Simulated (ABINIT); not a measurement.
# Quasiparticle gap of Ba2CaMoO6 (Fm-3m) in ABINIT

Wanted: ground state, empty states, screening and self-energy for Ba2CaMoO6 (Fm-3m).

Program: ABINIT 10.8.3. Level of theory: LDA and many-body steps on it, plane waves. Results are calculated unless marked as measured.

Report form: the programs' logs are mostly left out.

### 1. Starting point

The structure is cubic, space group Fm-3m (No. 225). Conventional cell: a = 8.380 Å, b = 8.380 Å, c = 8.380 Å, α = 90.00°, β = 90.00°, γ = 90.00°. Ba has 12 O at 2.97 Å nearest. Nearest to Ca lie 6 O at 2.28 Å. Nearest to Mo lie 6 O at 1.91 Å. Nearest to O lie 1 Mo at 1.91 Å and 1 Ca at 2.28 Å and 4 Ba at 2.97 Å. Farther neighbours and most contacts between anions are not listed.

Coordinates:

```cif
data_structure
_symmetry_space_group_name_H-M 'P 1'
_symmetry_Int_Tables_number 1
_cell_length_a 5.9256
_cell_length_b 5.9256
_cell_length_c 5.9256
_cell_angle_alpha 60.000
_cell_angle_beta 60.000
_cell_angle_gamma 60.000
_cell_volume 147.13
loop_
_atom_site_label
_atom_site_type_symbol
_atom_site_fract_x
_atom_site_fract_y
_atom_site_fract_z
_atom_site_occupancy
Ba1 Ba 0.25000 0.25000 0.25000 1
Ba2 Ba 0.75000 0.75000 0.75000 1
Ca3 Ca 0.00000 0.00000 0.00000 1
Mo4 Mo 0.50000 0.50000 0.50000 1
O5 O 0.72814 0.27186 0.27186 1
O6 O 0.27186 0.72814 0.27186 1
O7 O 0.27186 0.72814 0.72814 1
O8 O 0.72814 0.27186 0.72814 1
O9 O 0.27186 0.27186 0.72814 1
O10 O 0.72814 0.72814 0.27186 1
```

The cell and positions come from the Crystallography Open Database and are kept as given unless a step says otherwise. Spin-orbit coupling is left out unless a step names it.

### 2. Ground state

This step: ABINIT 10.8.3; DFT, LDA, plane waves, norm-conserving pseudopotentials.

The ground-state density comes first.

The input, run.abi:

```
acell 3*1.0 Angstrom
rprim 
  -0.000000000000 4.190056500000 4.190056500000
  4.190056500000 -0.000000000000 4.190056500000
  4.190056500000 4.190056500000 -0.000000000000
ntypat 4
znucl 56 20 42 8
natom 10
typat 1 1 2 3 4 4 4 4 4 4
xred 
  0.250000000000 0.250000000000 0.250000000000
  0.750000000000 0.750000000000 0.750000000000
  0.000000000000 0.000000000000 0.000000000000
  0.500000000000 0.500000000000 0.500000000000
  0.728140000000 0.271860000000 0.271860000000
  0.271860000000 0.728140000000 0.271860000000
  0.271860000000 0.728140000000 0.728140000000
  0.728140000000 0.271860000000 0.728140000000
  0.271860000000 0.271860000000 0.728140000000
  0.728140000000 0.728140000000 0.271860000000
pp_dirpath "pseudos"
pseudos "Ba.upf, Ca.upf, Mo.upf, O.upf"
ecut 36
ngkpt 4 4 4
nshiftk 1
shiftk 0 0 0
kptopt 1
chksymbreak 0
nband 49
occopt 1
tolvrs 1e-10
nstep 60
prtwf 0
optforces 0
optstress 0
indata_prefix "in"
outdata_prefix "out"
tmpdata_prefix "tmp"
```

Started as:

```
$ OMP_NUM_THREADS=1 mpirun -n 8 abinit run.abi > log
```

Wall time 42 s (8 MPI ranks of Arm Neoverse V1, shared host); peak memory 1 GiB.

Numbers from this step:

- total energy: -7210.4534 eV
- gap: 2.125 eV
- k of the valence top: 0, 0, 0
- k of the conduction bottom: 0.5, 0.5, 0
- least direct gap: 2.190 eV

The gap is indirect, with the least direct gap 0.06 eV higher.

### 3. Empty states on the mesh, 2×2×2 mesh, 239 bands

The sums over transitions need many empty states on a uniform mesh; this step solves for them.

Edit run.abi of step 2 so:

```diff
@@ -23,3 +23,3 @@
 ecut 36
-ngkpt 4 4 4
+ngkpt 2 2 2
 nshiftk 1
@@ -28,9 +28,10 @@
 chksymbreak 0
-nband 49
-occopt 1
-tolvrs 1e-10
+iscf -2
+irdden 1
+istwfk *1
+nband 239
+nbdbuf 20
+tolwfr 1e-09
 nstep 60
-prtwf 0
-optforces 0
-optstress 0
+prtvol 0
 indata_prefix "in"
```

Run time: 2.3 min. Hardware: 8 MPI ranks; peak memory 0.78 GiB; 19 min of CPU time.

Numbers from this step:

```yaml
gap: 2.125 eV
k_of_the_valence_top: 0, 0, 0
k_of_the_conduction_bottom: 0.5, 0.5, 0
least_direct_gap: 2.190 eV
k_points_computed: 3
lowest_point_of_the_top_converged_band_above_the_valence_top: 56.5736 eV
```

On this mesh the gap is 2.125 eV.

### 4. Screening, 2×2×2 mesh, 219 bands, screening to 130.6 eV

The RPA dielectric matrix is built and inverted for each q.

This step: RPA screening on LDA, plane waves, norm-conserving pseudopotentials.

Edit run.abi of step 3 so:

```diff
@@ -28,10 +28,11 @@
 chksymbreak 0
-iscf -2
-irdden 1
 istwfk *1
-nband 239
-nbdbuf 20
-tolwfr 1e-09
-nstep 60
-prtvol 0
+occopt 1
+irdwfk 1
+optdriver 3
+nband 219
+ecuteps 4.8
+inclvkb 2
+awtr 1
+symchi 1
 indata_prefix "in"
```

Run time: 65 s. Hardware: 8 MPI ranks; peak memory 4.1 GiB.

This step gave:

```
ε∞ with local fields, on this mesh, along the program's q direction : 5.282
the same without local fields                                       : 6.458
plasma frequency                                                    : 27.38 eV
plane waves in the screening matrix                                 : 531
```

Local fields lower ε∞ by 18 %. On a Γ-centred mesh this coarse the value itself is usually too large, while a short band sum pulls it down.

### 5. Self-energy, 2×2×2 mesh, 219 bands, screening to 130.6 eV

The self-energy is evaluated for the states that the input lists, and the levels follow from it, in one-shot runs by the linearised quasiparticle equation.

This step: G0W0 on LDA, plane waves, norm-conserving pseudopotentials.

Edit run.abi of step 4 so:

```diff
@@ -31,8 +31,17 @@
 irdwfk 1
-optdriver 3
+optdriver 4
 nband 219
+gwcalctyp 0
+ecutsigx 36
+symsigma 1
+nkptgw 2
+kptgw 
+  0.0000000000 0.0000000000 0.0000000000
+  0.5000000000 0.5000000000 0.0000000000
+bdgw 
+  38 43
+  38 43
 ecuteps 4.8
-inclvkb 2
-awtr 1
-symchi 1
+irdscr 1
+ppmodel 1
 indata_prefix "in"
```

Run time: 23 s. Hardware: 8 MPI ranks; peak memory 3.1 GiB.

Numbers from this step:

| Quantity | Value |
| --- | --- |
| G0W0 gap on the points computed | 3.706 eV |
| starting gap on the mesh | 2.125 eV |
| k of the valence top | 0, 0, 0 |
| k of the conduction bottom | 0.5, 0.5, 0 |
| Z at the valence top | 0.769 |
| Z at the conduction bottom | 0.814 |
| least direct G0W0 gap on the computed points | 3.778 eV |

The gap on the mesh goes from 2.13 eV to 3.71 eV, a correction of +1.58 eV.

Limits: finite bands, cutoff and mesh; no spin-orbit coupling; coarse k mesh. v1 is the top filled band, c1 the lowest empty one. The levels before and after the correction (eV, zero at the valence-band top of each column):

```
           conduction bottom  valence top
Kohn-Sham               2.13         0.00
     G0W0               3.71         0.00
```

```
                       level  energy (eV)
Kohn-Sham            Γ v3-v1        0.000
Kohn-Sham            Γ c1-c3        2.520
Kohn-Sham  (0.5 0.5 0) v3-v2       -0.551
Kohn-Sham     (0.5 0.5 0) v1       -0.065
Kohn-Sham     (0.5 0.5 0) c1        2.125
Kohn-Sham  (0.5 0.5 0) c2-c3        3.324
     G0W0            Γ v3-v1        0.000
     G0W0            Γ c1-c3        4.127
     G0W0  (0.5 0.5 0) v3-v2       -0.641
     G0W0     (0.5 0.5 0) v1       -0.072
     G0W0     (0.5 0.5 0) c1        3.706
     G0W0  (0.5 0.5 0) c2-c3        5.083
```

### 6. Where the time went

Times are wall times on 8 MPI ranks of Arm Neoverse V1, shared host, good to a factor of about two.

```
                    step     time  share  memory (GiB)
            ground state     42 s   16 %           1.0
empty states on the mesh  2.3 min   52 %          0.78
               screening     65 s   24 %           4.1
             self-energy     23 s    8 %           3.1
```

### 7. Summary of results

| Quantity | Value |
| --- | --- |
| LDA gap | 2.13 eV, indirect |
| G0W0 gap on the mesh | 3.71 eV |
| GW settings | 2×2×2 mesh, 219 bands, screening to 130.6 eV, Godby-Needs plasmon pole |
| known limits | not at the basis limit; no spin-orbit coupling; coarse k mesh |

What this shows: G0W0 moves the gap on the mesh from 2.13 eV to 3.71 eV (+1.58 eV), with Z of 0.77 and 0.81 at the edges. Local fields lower the RPA ε∞ on this mesh from 6.46 to 5.28; a Γ-centred mesh this coarse tends to raise both, most where the direct gap is narrow, while a short band sum lowers them. Only 2 of the mesh's irreducible points were corrected, so a valley elsewhere could overtake. The dearest step here is «empty states on the mesh». Bands and cutoff are finite, so the gap is not at the basis limit. The miss can reach some tenths of an eV and take either sign; the mesh is an error of its own. In the G0W0 run levels were corrected at 2 k points alone, so a gap called «on the mesh» is the least over those, and an edge elsewhere would be missed. The 2×2×2 mesh is coarse for this cell, which bears on the long-range parts of exchange and screening. The many-body steps are scalar-relativistic: spin-orbit coupling is not in them.

[Paths, hosts, dates, memory and timing lines, banners, echoed tables and standing remarks are left out of the program output.]

[Logs are printed without paths, hosts, clocks, repeated set-up lines and the standing remarks that a program may print on its own settings, such as how far it seeks lower states.]

[Runs of the session that timed out or met a known fault of the program may be left out.]

[Hosts, paths, dates, database ids (printed as entryN), source tags and the programs' standing remarks are cut or masked in the printed files.]

[G0W0 gaps are taken among the corrected bands and points alone; a level outside them can change the order at an edge.]

[Where Ansatz stands beside ABINIT at settings called matched, ABINIT's density can come from a denser mesh and the files from another edition; pairs whose starting gaps differed by over 0.03 eV were left out, so agreement reads better than it is.]
